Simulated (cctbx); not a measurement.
# Accept or mend?

Cell a = 6.9780 Å, b = 7.5590 Å, c = 10.5470 Å, α = 70.71°, β = 74.78°, γ = 78.86°; space group P-1 (no. 2).

Simulated single-crystal data (cctbx): Cu Kα, λ = 1.54184 Å, to d = 0.83 Å, 80 % of the full sphere, strongest reflection 70000 counts, noise from counting, a 3 % proportional error and a noise floor of 8 counts (s.d.); no absorption.

An anisotropic refinement with weights 1/σ² prints:

```text
Rint 0.020, 1754 unique reflections to 0.83 A
cycle     R1     wR2    GooF  max shift (A)
   1  0.4210  0.7395  20.939   0.03686
   3  0.4058  0.7041  19.936   0.00027
final R1 0.4058 wR2 0.7041 GooF 19.936  parameters 72  data/parameter 24.4
atom        x        y        z      Ueq    occ   su(xyz)  su(Uiso or U11)
Ag1    0.00787  0.30337  0.65329  -0.0077  1.000  0.00090  0.0030  NPD
Ag2    0.48795  0.35562  0.79711  -0.0074  1.000  0.00095  0.0035  NPD
Br1    0.10238  0.41058  0.84289  -0.0076  1.000  0.00130  0.0042  NPD
Br2    0.69470  0.14474  0.64026  -0.0085  1.000  0.00125  0.0037  NPD
Br3    0.75854  0.63833  0.60848  -0.0110  1.000  0.00123  0.0038  NPD
Br4    0.50000  0.00000  0.00000  -0.0119  1.000  0.00000  0.0050  NPD
Br5    0.50000  0.50000  0.00000   0.0011  1.000  0.00000  0.0076  NPD
Mn1    0.81559  0.76313  0.85162  -0.0077  1.000  0.00214  0.0063  NPD
Mn2    0.50000  0.00000  0.50000  -0.0094  1.000  0.00000  0.0105  NPD
difference map: max 164.32 min -18.99 rms 7.12
Q1    0.1626  0.9471  0.7293    2  168.40  2.64 A from Ag1
Q2    0.4909  0.3556  0.8001    2   97.92  0.04 A from Ag2
Q3    0.0149  0.2984  0.6522    2   94.48  0.06 A from Ag1
Q4    0.5000  0.0000  0.0000    1   75.43  0.00 A from Br4
Q5    0.2355  0.3622  0.3928    2   67.69  0.04 A from Br3
Q6    0.1040  0.4044  0.8436    2   65.93  0.04 A from Br1
```

Q: Accept it or mend it, and why?

Mend it. The fault: an atom left out, Br at (0.1615, 0.9473, 0.7301). Against the right model at the same level, R1 goes from 0.0135 to 0.4058 and GooF from 0.95 to 19.94, U of Br2 shrinks from 0.0037 to -0.0085 Å², U of Ag1 shrinks from 0.0029 to -0.0077 Å², U of Br3 shrinks from 0.0025 to -0.0110 Å², the top difference peak, 168.4 e/Å³, lies 2.64 Å from Ag1 and Ag1, Ag2, Br1, Br2, Br3, Br4, Br5, Mn1 and Mn2 go non-positive-definite. Q1 is the missing atom. With scattering power missing, scale and phases suffer, so peaks may also grow on the heavy atoms.

The compound is Mn3Ag4Br10. The right model at the same level gives:

```text
Rint 0.020, 1754 unique reflections to 0.83 A
cycle     R1     wR2    GooF  max shift (A)
   1  0.0149  0.0386   1.096   0.00035
   2  0.0135  0.0336   0.953   0.00000
final R1 0.0135 wR2 0.0336 GooF 0.953  parameters 81  data/parameter 21.7
atom        x        y        z      Ueq    occ   su(xyz)  su(Uiso or U11)
Ag1    0.00912  0.30086  0.65450   0.0029  1.000  0.00003  0.0001
Ag2    0.48940  0.35568  0.79872   0.0024  1.000  0.00003  0.0001
Br1    0.10185  0.40802  0.84303   0.0034  1.000  0.00004  0.0001
Br2    0.16147  0.94731  0.73013   0.0034  1.000  0.00004  0.0001
Br3    0.69545  0.14610  0.63901   0.0037  1.000  0.00005  0.0001
Br4    0.75822  0.63828  0.60876   0.0025  1.000  0.00004  0.0001
Br5    0.50000  0.00000  0.00000   0.0027  1.000  0.00000  0.0002
Br6    0.50000  0.50000  0.00000   0.0055  1.000  0.00000  0.0002
Mn1    0.81892  0.76095  0.85436   0.0035  1.000  0.00007  0.0002
Mn2    0.50000  0.00000  0.50000   0.0030  1.000  0.00000  0.0003
difference map: max 0.59 min -0.62 rms 0.15
Q1    0.4815  0.1931  0.1637    2    0.61  2.11 A from Mn1
Q2    0.4874  0.8144  0.2411    2    0.59  1.45 A from Ag2
Q3    0.4135  0.5328  0.9474    2    0.55  0.87 A from Br6
Q4    0.3284  0.4312  0.4433    2    0.55  1.20 A from Br4
Q5    0.0800  0.6394  0.8033    2    0.52  1.64 A from Br1
Q6    0.2588  0.4424  0.0177    2    0.51  1.74 A from Mn1
```

This is a model crystal, built by substitution and not relaxed, with assumed displacement parameters.

[Middle refinement cycles are left out of these outputs.]

[Logs are printed without paths, hosts, clocks, repeated set-up lines and the standing remarks that a program may print on its own settings, such as how far it seeks lower states.]
